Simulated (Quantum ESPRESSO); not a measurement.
## Dielectric function and optical constants of AgI (Iodargyrite)

Wanted: where AgI (Iodargyrite) starts to absorb, how strongly, and its refractive index. The cell comes from an older database entry, whose edges can differ from later determinations, mostly by under a per cent.

Calculated with Quantum ESPRESSO 7.5; DFT, PBE, plane waves with norm-conserving potentials (PseudoDojo), scalar-relativistic, independent-particle optical response without local fields and without the non-local commutator.

This account leaves out most program logs.

The database entry behind the starting cell is an old determination (1935), so it need not match the best structure at ambient conditions.

**1. The starting structure**

The structure is hexagonal, space group P6_3mc (No. 186). The conventional cell has a = 4.590 Å, b = 4.590 Å, c = 7.520 Å, α = 90.00°, β = 90.00°, γ = 120.00°. I has 4 Ag at 2.78 to 2.82 Å nearest. Ag has 4 I at 2.78 to 2.82 Å nearest. Farther neighbours and most contacts between anions are not listed.

Coordinates:

```cif
data_structure
_symmetry_space_group_name_H-M 'P 1'
_symmetry_Int_Tables_number 1
_cell_length_a 4.5900
_cell_length_b 4.5900
_cell_length_c 7.5200
_cell_angle_alpha 90.000
_cell_angle_beta 90.000
_cell_angle_gamma 120.000
_cell_volume 137.21
loop_
_atom_site_label
_atom_site_type_symbol
_atom_site_fract_x
_atom_site_fract_y
_atom_site_fract_z
_atom_site_occupancy
I1 I 0.33333 0.66667 0.50000 1
I2 I 0.66667 0.33333 0.00000 1
Ag3 Ag 0.33333 0.66667 0.13000 1
Ag4 Ag 0.66667 0.33333 0.63000 1
```

**2. Ground state**

The self-consistent density comes first; it also tells whether there is a gap, which decides the occupations and the need for a Drude term.

This step: DFT, PBE, plane waves with norm-conserving potentials (PseudoDojo), scalar-relativistic, ground state (Quantum ESPRESSO 7.5).

Input file scf.in:

```
&control
  calculation = 'scf'
  prefix = 'x'
  outdir = './tmp'
  pseudo_dir = './'
  verbosity = 'high'
/
&system
  ibrav = 0
  nat = 4
  ntyp = 2
  ecutwfc = 90
  occupations = 'smearing'
  smearing = 'fd'
  degauss = 0.003675
  nbnd = 30
/
&electrons
  conv_thr = 1e-09
  electron_maxstep = 100
/
ATOMIC_SPECIES
  I 1.0 I.upf
  Ag 1.0 Ag.upf
CELL_PARAMETERS angstrom
  4.590000000017 0.000000000000 0.000000000000
  -2.295000000008 3.975056603385 0.000000000000
  0.000000000000 0.000000000000 7.520000000000
ATOMIC_POSITIONS crystal
  I 0.333333333333 0.666666666667 0.500000000000
  I 0.666666666667 0.333333333333 0.000000000000
  Ag 0.333333333333 0.666666666667 0.130000000000
  Ag 0.666666666667 0.333333333333 0.630000000000
K_POINTS automatic
  6 6 3 0 0 0
```

Started as:

```bash
$ mpirun -n 4 pw.x -nk 4 -in scf.in
```

It took 35 s on 4 MPI ranks of Arm Neoverse V1, shared host; peak memory 0.18 GiB.

Numbers from this step:

```
total energy           : -671.9 Ry
gap on the k-mesh      : 1.375 eV
direct gap on the mesh : 1.375 eV
```

There is a gap, 1.37 eV on this mesh (points off the mesh can give less), so no carriers' term is needed.

**3. Ground state with the final occupations**

The ground state once more, with the occupations that the first run showed to fit.

Edit scf.in of step 2 so:

```diff
@@ -12,6 +12,3 @@
   ecutwfc = 90
-  occupations = 'smearing'
-  smearing = 'fd'
-  degauss = 0.003675
-  nbnd = 30
+  occupations = 'fixed'
 /
```

Started as:

```bash
$ mpirun -n 4 pw.x -nk 4 -in scf.in
```

It took 34 s on 4 MPI ranks; peak memory 0.18 GiB.

**4. Bands on the whole mesh, 8×8×4**

The response needs many more empty bands than the density does.

This step: DFT, PBE, plane waves with norm-conserving potentials (PseudoDojo), scalar-relativistic, bands at fixed density (Quantum ESPRESSO 7.5).

nscf.in, as its differences from scf.in of step 3:

```diff
@@ -1,3 +1,3 @@
 &control
-  calculation = 'scf'
+  calculation = 'nscf'
   prefix = 'x'
@@ -5,3 +5,2 @@
   pseudo_dir = './'
-  verbosity = 'high'
 /
@@ -13,2 +12,5 @@
   occupations = 'fixed'
+  nbnd = 76
+  nosym = .true.
+  noinv = .true.
 /
@@ -17,2 +19,3 @@
   electron_maxstep = 100
+  diago_full_acc = .true.
 /
@@ -31,2 +34,2 @@
 K_POINTS automatic
-  6 6 3 0 0 0
+  8 8 4 0 0 0
```

Started as:

```bash
$ mpirun -n 4 pw.x -nk 4 -in nscf.in
```

It took 23 min on 4 MPI ranks; peak memory 0.16 GiB; 1.6 h of CPU time.

**5. Dielectric function**

The spectrum is a sum over vertical transitions between filled and empty bands at the fixed density, so many empty bands are needed.

This step: DFT, PBE, plane waves with norm-conserving potentials (PseudoDojo), scalar-relativistic, independent-particle optical response without local fields and without the non-local commutator (Quantum ESPRESSO 7.5).

Input file epsilon.in:

```
&inputpp
  prefix = 'x'
  outdir = './tmp'
  calculation = 'eps'
/
&energy_grid
  smeartype = 'gauss'
  intersmear = 0.3
  wmin = 0.0
  wmax = 22
  nw = 500
/
```

Started as:

```bash
$ mpirun -n 4 epsilon.x -nk 4 -in epsilon.in
```

Run time: 6 s. Hardware: 4 MPI ranks; peak memory 0.09 GiB.

Read-outs, printed or worked out from the files:

```
electronic dielectric constant ε∞, mean over x, y and z (by symmetry where fewer were run) : 5.125
main peak of Im epsilon, first axis                                                        : 6.116 eV
```

Some rows of epsi_x.dat:

```text
# energy grid [eV]     epsi_x  epsi_y  epsi_z
#
    0.176352705    0.013022227    0.013022227    0.014061423
    1.234468938    0.437209559    0.437209558    0.410400257
    2.292585170    0.769092534    0.769092531    0.828647084
    3.350701403    2.150747927    2.150747924    2.025208149
    4.408817635    3.902578420    3.902578415    3.873838657
    5.466933868    4.184949922    4.184949916    3.823702921
    6.525050100    6.636321917    6.636321909    5.565449638
    7.583166333    5.425083066    5.425083056    5.319216410
    8.641282565    2.639646769    2.639646758    2.690182440
    9.699398798    1.742134356    1.742134343    1.829805591
   10.757515030    1.386623888    1.386623872    1.244142750
   11.815631263    0.986812089    0.986812070    0.990204782
   12.873747495    0.905445006    0.905444985    0.889372625
   13.931863727    0.821633042    0.821633018    0.902129310
   14.989979960    0.856280662    0.856280633    0.972676852
   16.048096192    0.763579420    0.763579387    0.739832120
   17.106212425    0.610061523    0.610061484    0.564783864
   18.164328657    0.462846395    0.462846348    0.440879724
   19.222444890    0.427876611    0.427876554    0.460990883
   20.280561122    0.436144653    0.436144584    0.400540216
   21.338677355    0.359928861    0.359928775    0.385071779
```

The Im ε has structure finer than the step of the table below, so its rows give means over 0.5 eV, whole bins alone (the curve runs from 0 to 22 eV). Peaks (eV: height): E ∥ x or y 6.13: 8.03, 7.05: 7.23; E ∥ z 2.07: 1.86, 4.01: 5.13, 4.98: 5.46, 6.17: 8.72, 6.92: 7.14.

Values under the direct gap are tails of Lorentzian lines. Im ε against photon energy; means over each step:

| photon energy (eV) | E ∥ x or y | E ∥ z |
| --- | --- | --- |
| 0.5 | 0.0429 | 0.0460 |
| 1.0 | 0.190 | 0.188 |
| 1.5 | 0.508 | 0.600 |
| 2.0 | 0.873 | 1.19 |
| 2.5 | 1.01 | 0.783 |
| 3.0 | 1.44 | 1.59 |
| 3.5 | 2.31 | 2.28 |
| 4.0 | 3.37 | 3.98 |
| 4.5 | 3.67 | 4.31 |
| 5.0 | 4.11 | 4.63 |
| 5.5 | 4.60 | 4.18 |
| 6.0 | 7.21 | 7.30 |
| 6.5 | 6.58 | 6.20 |
| 7.0 | 6.92 | 6.76 |
| 7.5 | 5.45 | 5.75 |
| 8.0 | 4.12 | 4.01 |
| 8.5 | 2.83 | 2.99 |
| 9.0 | 2.63 | 2.86 |
| 9.5 | 2.05 | 2.16 |
| 10.0 | 1.72 | 1.67 |
| 10.5 | 1.56 | 1.50 |
| 11.0 | 1.32 | 1.13 |
| 11.5 | 1.15 | 1.02 |
| 12.0 | 0.908 | 0.916 |
| 12.5 | 0.912 | 0.884 |
| 13.0 | 0.876 | 0.823 |
| 13.5 | 0.783 | 0.742 |
| 14.0 | 0.822 | 0.883 |
| 14.5 | 0.840 | 0.911 |
| 15.0 | 0.862 | 0.921 |
| 15.5 | 0.818 | 0.748 |
| 16.0 | 0.776 | 0.753 |
| 16.5 | 0.662 | 0.626 |
| 17.0 | 0.633 | 0.588 |
| 17.5 | 0.521 | 0.513 |
| 18.0 | 0.487 | 0.469 |
| 18.5 | 0.458 | 0.441 |
| 19.0 | 0.435 | 0.491 |
| 19.5 | 0.425 | 0.437 |
| 20.0 | 0.434 | 0.389 |
| 20.5 | 0.448 | 0.391 |
| 21.0 | 0.381 | 0.392 |
| 21.5 | 0.361 | 0.357 |

Re ε against photon energy:

| photon energy (eV) | E ∥ x or y | E ∥ z |
| --- | --- | --- |
| 0 | 5.08 | 5.22 |
| 1 | 5.39 | 5.56 |
| 2 | 5.85 | 6.17 |
| 3 | 5.99 | 5.99 |
| 4 | 5.66 | 6.35 |
| 5 | 4.65 | 3.85 |
| 6 | 4.69 | 5.26 |
| 7 | 0.706 | 0.733 |
| 8 | -1.55 | -1.69 |
| 9 | -0.754 | -0.738 |
| 10 | -0.498 | -0.686 |
| 11 | -0.390 | -0.487 |
| 12 | -0.139 | -0.105 |
| 13 | 0.0993 | 0.0688 |
| 14 | 0.327 | 0.401 |
| 15 | 0.264 | 0.171 |
| 16 | 0.244 | 0.219 |
| 17 | 0.247 | 0.251 |
| 18 | 0.331 | 0.339 |
| 19 | 0.429 | 0.420 |
| 20 | 0.505 | 0.477 |
| 21 | 0.459 | 0.526 |
| 22 | 0.525 | 0.530 |

Table of refractive index n and extinction k by photon energy:

| photon energy (eV) | n, E ∥ x or y | k, E ∥ x or y | n, E ∥ z | k, E ∥ z |
| --- | --- | --- | --- | --- |
| 0 | 2.25 | 0 | 2.29 | 0 |
| 1 | 2.32 | 0.0325 | 2.36 | 0.0328 |
| 2 | 2.43 | 0.214 | 2.50 | 0.292 |
| 3 | 2.46 | 0.286 | 2.47 | 0.323 |
| 4 | 2.49 | 0.747 | 2.69 | 0.942 |
| 5 | 2.34 | 0.912 | 2.29 | 1.18 |
| 6 | 2.60 | 1.44 | 2.69 | 1.40 |
| 7 | 1.99 | 1.80 | 1.97 | 1.78 |
| 8 | 1.19 | 1.72 | 1.14 | 1.73 |
| 9 | 1.02 | 1.34 | 1.08 | 1.38 |
| 10 | 0.804 | 1.07 | 0.730 | 1.10 |
| 11 | 0.708 | 0.944 | 0.608 | 0.925 |
| 12 | 0.613 | 0.718 | 0.631 | 0.709 |
| 13 | 0.699 | 0.624 | 0.671 | 0.618 |
| 14 | 0.782 | 0.533 | 0.845 | 0.560 |
| 15 | 0.760 | 0.560 | 0.759 | 0.636 |
| 16 | 0.722 | 0.527 | 0.704 | 0.526 |
| 17 | 0.686 | 0.472 | 0.670 | 0.444 |
| 18 | 0.676 | 0.355 | 0.675 | 0.341 |
| 19 | 0.720 | 0.300 | 0.732 | 0.341 |
| 20 | 0.766 | 0.286 | 0.738 | 0.259 |
| 21 | 0.724 | 0.256 | 0.767 | 0.249 |
| 22 | 0.758 | 0.223 | 0.762 | 0.226 |

The reflectivity at normal incidence has structure finer than the step of the table below, so its rows give means over 1 eV, whole bins alone (the curve runs from 0 to 22 eV). Peaks (eV: height): E ∥ x or y 6.2: 33.1, 7.8: 39.4, 9.5: 35.1; E ∥ z 4.0: 26.1, 4.7: 25.4, 6.3: 36.0, 7.9: 40.1, 9.3: 37.4, 15.1: 14.2.

Reflectivity at normal incidence against photon energy; means over each step:

| photon energy (eV) | E ∥ x or y (%) | E ∥ z (%) |
| --- | --- | --- |
| 1 | 15.7 | 16.3 |
| 2 | 16.6 | 16.9 |
| 3 | 18.8 | 19.4 |
| 4 | 21.2 | 22.5 |
| 5 | 21.6 | 22.3 |
| 6 | 29.2 | 29.7 |
| 7 | 34.0 | 32.8 |
| 8 | 38.1 | 37.8 |
| 9 | 32.8 | 33.6 |
| 10 | 29.3 | 32.8 |
| 11 | 26.0 | 28.8 |
| 12 | 20.5 | 19.5 |
| 13 | 14.2 | 13.9 |
| 14 | 9.86 | 9.22 |
| 15 | 9.87 | 11.6 |
| 16 | 10.8 | 11.1 |
| 17 | 9.93 | 9.62 |
| 18 | 7.43 | 7.19 |
| 19 | 5.45 | 5.54 |
| 20 | 4.41 | 4.83 |
| 21 | 4.53 | 4.08 |

Values under the direct gap are tails of Lorentzian lines. The loss function −Im 1/ε at q → 0 by energy loss; read off at these points:

| energy loss (eV) | E ∥ x or y | E ∥ z |
| --- | --- | --- |
| 0.00 | 0 | 0 |
| 0.50 | 0.00156 | 0.00158 |
| 1.00 | 0.00520 | 0.00500 |
| 1.50 | 0.0183 | 0.0224 |
| 2.00 | 0.0294 | 0.0364 |
| 2.50 | 0.0242 | 0.0185 |
| 3.00 | 0.0372 | 0.0415 |
| 3.50 | 0.0552 | 0.0546 |
| 4.00 | 0.0812 | 0.0769 |
| 4.50 | 0.0957 | 0.0813 |
| 5.00 | 0.107 | 0.123 |
| 5.50 | 0.0806 | 0.0812 |
| 6.00 | 0.0958 | 0.0893 |
| 6.50 | 0.134 | 0.167 |
| 7.00 | 0.138 | 0.141 |
| 7.50 | 0.186 | 0.174 |
| 8.00 | 0.214 | 0.213 |
| 8.50 | 0.304 | 0.282 |
| 9.00 | 0.341 | 0.316 |
| 9.50 | 0.392 | 0.355 |
| 10.00 | 0.536 | 0.525 |
| 10.50 | 0.565 | 0.534 |
| 11.00 | 0.690 | 0.749 |
| 11.50 | 0.810 | 0.937 |
| 12.00 | 1.11 | 1.10 |
| 12.50 | 1.07 | 1.09 |
| 13.00 | 1.13 | 1.20 |
| 13.18 | 1.17 | 1.32 |
| 13.50 | 1.22 | 1.15 |
| 14.00 | 1.04 | 0.895 |
| 14.50 | 1.04 | 0.985 |
| 15.00 | 1.07 | 1.00 |
| 15.50 | 1.08 | 1.21 |
| 16.00 | 1.19 | 1.24 |
| 16.50 | 1.28 | 1.34 |
| 17.00 | 1.35 | 1.43 |
| 17.28 | 1.49 | 1.52 |
| 17.37 | 1.51 | 1.45 |
| 17.50 | 1.45 | 1.35 |
| 18.00 | 1.41 | 1.41 |
| 18.50 | 1.21 | 1.12 |
| 19.00 | 1.17 | 1.17 |
| 19.50 | 1.05 | 1.17 |
| 20.00 | 0.979 | 1.02 |
| 20.50 | 1.00 | 0.967 |
| 20.81 | 1.14 | 0.974 |
| 21.00 | 1.06 | 0.904 |
| 21.50 | 0.928 | 0.987 |
| 22.00 | 0.867 | 0.861 |

At chosen wavelengths:

| wavelength (nm) | n xy | k xy | R (%) xy | 1/α xy | n z | k z | R (%) z | 1/α z |
| --- | --- | --- | --- | --- | --- | --- | --- | --- |
| 1550 | 2.29 | 0.018 | 15.4 | 6.7 µm | 2.33 | 0.019 | 15.9 | 6.4 µm |
| 633 | 2.44 | 0.180 | 17.7 | 280 nm | 2.51 | 0.235 | 18.9 | 214 nm |
| 532 | 2.34 | 0.154 | 16.3 | 275 nm | 2.29 | 0.160 | 15.5 | 264 nm |
| 450 | 2.41 | 0.293 | 17.8 | 122 nm | 2.54 | 0.255 | 19.4 | 140 nm |
| 308 | 2.46 | 0.746 | 21.5 | 33 nm | 2.62 | 0.970 | 25.4 | 25 nm |
| 248 | 2.34 | 0.912 | 21.9 | 22 nm | 2.29 | 1.178 | 25.0 | 17 nm |
| 193 | 2.12 | 1.463 | 28.6 | 10 nm | 1.86 | 1.576 | 30.2 | 9.7 nm |

Below the direct gap, k and the depth come from the tails of the Lorentzian lines, not from transitions.

Rows near the edge hang on the gap, which this functional as a rule makes too small, and phonon-assisted absorption is left out.

**6. Summary of results**

```json
{
  "electronic dielectric constant ε∞, mean over x, y and z (by symmetry where fewer were run) (independent particles)": "5.12",
  "main peak of Im epsilon, first axis": "6.12 eV"
}
```

What this shows: At this level (PBE, independent particles) AgI has a mean ε∞ = 5.12 and n = 2.29 at 1550 nm (E ∥ x), and Im ε peaks at 6.1 eV (E ∥ x). Distinct maxima of Im ε, read by a parabola through the highest points, lie at 4.41 eV (3.9), 4.92 eV (4.4), 6.12 eV (8.0) and 7.04 eV (7.2) for E ∥ x or y. The static values by axis are 5.08 (xy), 5.22 (z). Excitons and phonon-assisted transitions are missing, and so are local fields; PBE gaps are as a rule too small, which pulls the onset down and ε∞ up. Spin-orbit coupling is left out although heavy atoms are present. epsilon.x leaves out the commutator of the non-local potential, so its intensities are off, as a rule too high. The sum runs over mesh points, so small or evenly spaced maxima can still be ripples of the mesh. The mesh misses the corner K of the hexagonal zone, so gaps read from it can be too wide where band edges lie there.

[Machine, clock, banner and «Message from routine» lines are left out of the logs.]

[Logs are printed without paths, hosts, clocks, repeated set-up lines and the standing remarks that a program may print on its own settings, such as how far it seeks lower states.]

[Hosts, paths, dates, database ids (printed as entryN), source tags and the programs' standing remarks are cut or masked in the printed files.]
